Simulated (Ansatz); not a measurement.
# Memory against size: TiO2(101) slab with HCOO (88 atoms) repeated, support functions

The cell holds 88 atoms: 24 Ti, 56 O, 4 C and 4 H. Cell: a = 11.355 Å, b = 10.239 Å, c = 23.509 Å, α = 90.0°, β = 90.0°, γ = 90.0°. It derives from TiO2 (anatase). Anatase TiO2 (cell 3.785, 3.785, 9.514, 90, 90, 90), (101) slab of 2 repeat layers, 3 x 1 surface cells, 14 Å of vacuum; atoms within 2.11 Å of the bottom held; 4 HCOO on bridge sites; displaced by a Gaussian of 0.03 Å. Regions: slab, 72 atoms (24 Ti and 48 O); HCOO adsorbates, 16 atoms (4 C, 8 O and 4 H). Vacuum lies along c.

Calculated with Ansatz 0.2.0: Kohn-Sham DFT, PBE+D4, PAW (set soft_2), localised support functions (medium); the typed cell is repeated and solved at Γ on 1 × NVIDIA H100 80GB HBM3 with 5 threads of AMD EPYC 7R13 (Zen 3), shared host.

| atoms | memory planned on the GPU (GiB) | repeats | SCF cycles |
| --- | --- | --- | --- |
| 88 | 5.7 | 1×1×1 | 31 |
| 176 | ? | ? | ? |
| 352 | 17.6 | 2×2×1 | 33 |
| 792 | 35.1 | 3×3×1 | 35 |
| 1408 | 64.7 | 4×4×1 | 37 |

**Question.** Fit a power law of the atom count to the rows given and interpolate to the withheld row.

Worked fit:

A power law y = A x^b is a line in u = ln x and v = ln y.

```
u = ln x  v = ln y
 4.47734   1.74047
 5.86363   2.86790
 6.67456   3.55820
 7.24993   4.16976
```

With n = 4: mean u = 6.06636, mean v = 3.08408, Σ(u − ū)² = 4.3368, Σ(u − ū)(v − v̄) = 3.7522. Slope b = 3.7522 / 4.3368 = 0.86519; intercept a = v̄ − b ū = -2.1645.

At the withheld row u = 5.170, v = a + b u = 2.309, and y = exp(v).

Prediction at 176: 10.06 GiB. The run gave 10 GiB, so the fit is high by 0.064 GiB (0.64 % of the value).

The fitted exponent is 0.87. Between neighbouring rows, the withheld one included, the exponents are 0.81, 0.82, 0.85 and 1.1. Among the rows given, the largest relative miss of the fit is at 1408, by 3.9 GiB (6.0 %).

Limits: One run a row. Whether the card's size bounds the plan at the largest cells wasn't tested.

[Logs are printed without paths, hosts, clocks, repeated set-up lines and the standing remarks that a program may print on its own settings, such as how far it seeks lower states.]

[Hosts, paths, dates, database ids (printed as entryN), source tags and the programs' standing remarks are cut or masked in the printed files.]
